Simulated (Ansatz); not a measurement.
# Calculated records

```xyz
5
Lattice="-1.910 1.910 4.444 1.910 -1.910 4.444 1.910 1.910 -4.444" Properties=species:S:1:pos:R:3 pbc="T T T" subject="Quasiparticle gap of LiMgBN2 (I-4m2)" method="DFT, PBE, plane waves, PAW; PAW set soft_1 (and 1 further level or step)" program="Ansatz 0.2.0" settings_of_one_run="cutoff 420 eV, 8×8×8 k-mesh, smearing width 0.02 eV, PAW set soft 1" cost="2 runs, 2.7 min in all on 1 × NVIDIA H100 80GB HBM3 (shared by 6 runs) with 3 threads of AMD EPYC 7R13 (Zen 3), shared host (the runs of this entry)" notes="The cell and positions are those that the Materials Project relaxed with its own functionals (PBE, PBE+U or r2SCAN), kept fixed. From 97 bands and 69 eV to 526 bands and 230 eV the gap moves by 4.394 − 3.947 = +0.447 eV (rung by rung 3.947, 4.264, 4.394 eV); bands and screening cutoff rise together, so their parts are not told apart. A line in one over the bands through the two highest rungs gives 4.394 + (4.394 − 4.264) × 251 / (526 − 251) = 4.513 eV, and through the pair below 4.264 + (4.264 − 3.947) × 97 / (251 − 97) = 4.464 eV. The two differ by 0.049 eV, not under the 0.030 eV asked, so the law does not hold well over these rungs and the limit is not known." pbe_gap_over_mesh_and_path="2.603 eV, from k = (0.500, 0.500, -0.500) to k = Γ" g0w0_pbe_gap_over_15_of_30_irreducible_mesh_points="4.394 eV, from k = (-0.500, -0.500, -0.500) to k = Γ" gw_settings="6×6×6 mesh, 513 empty bands, screening to 230 eV, PAW set soft_1 files" known_limits="finite bands, screening cutoff and k mesh; no spin-orbit coupling in G0W0"
Li    1.910    0.000    2.222
Mg    0.000    1.910    2.222
B     0.000    0.000    4.444
N     0.000    0.000    5.788
N     0.000    0.000    3.099
```

```xyz
5
Lattice="-1.910 1.910 4.444 1.910 -1.910 4.444 1.910 1.910 -4.444" Properties=species:S:1:pos:R:3 pbc="T T T" subject="From HSE06 to G0W0: LiMgBN2 (I-4m2)" method="G0W0 on HSE06, plane waves, PAW; PAW set soft_1 (and 1 further level or step)" program="Ansatz 0.2.0" settings_of_one_run="cutoff 420 eV, 6×6×6 k-mesh, PAW set soft 1, empty bands 513, screening cutoff 230 eV, screening contour deformation, QP bands (v2, c2)" cost="2 runs, 4.7 min in all on 1 × NVIDIA H100 80GB HBM3 (shared by 6 runs) with 3 threads of AMD EPYC 7R13 (Zen 3), shared host (the runs of this entry)" notes="In doubt: masses and optical values from hybrid runs of this build are listed as unsure (in some of the runs), which bears on the screening that GW takes from such a start. The cell and positions are those that the Materials Project relaxed with its own functionals (PBE, PBE+U or r2SCAN), kept fixed." hse06_gap_over_mesh_and_listed_points="3.717 eV, from k = (0.500, 0.500, -0.500) to k = Γ" g0w0_hse06_gap_over_15_of_30_irreducible_mesh_points="4.970 eV, from k = (-0.500, -0.500, -0.500) to k = Γ" gw_settings="6×6×6 mesh, 513 empty bands, screening to 230 eV, PAW set soft_1 files" known_limits="finite bands, screening cutoff and k mesh; no spin-orbit coupling in G0W0"
Li    1.910    0.000    2.222
Mg    0.000    1.910    2.222
B     0.000    0.000    4.444
N     0.000    0.000    5.788
N     0.000    0.000    3.099
```

[Paths, hosts, dates, memory and timing lines, banners, echoed tables and standing remarks are left out of the program output.]

[Logs are printed without paths, hosts, clocks, repeated set-up lines and the standing remarks that a program may print on its own settings, such as how far it seeks lower states.]

[Runs of the session that timed out or met a known fault of the program may be left out.]

[Cells called generated may have been cut or substituted from an entry of the Crystallography Open Database or the Materials Project.]

[Hosts, paths, dates, database ids (printed as entryN), source tags and the programs' standing remarks are cut or masked in the printed files.]
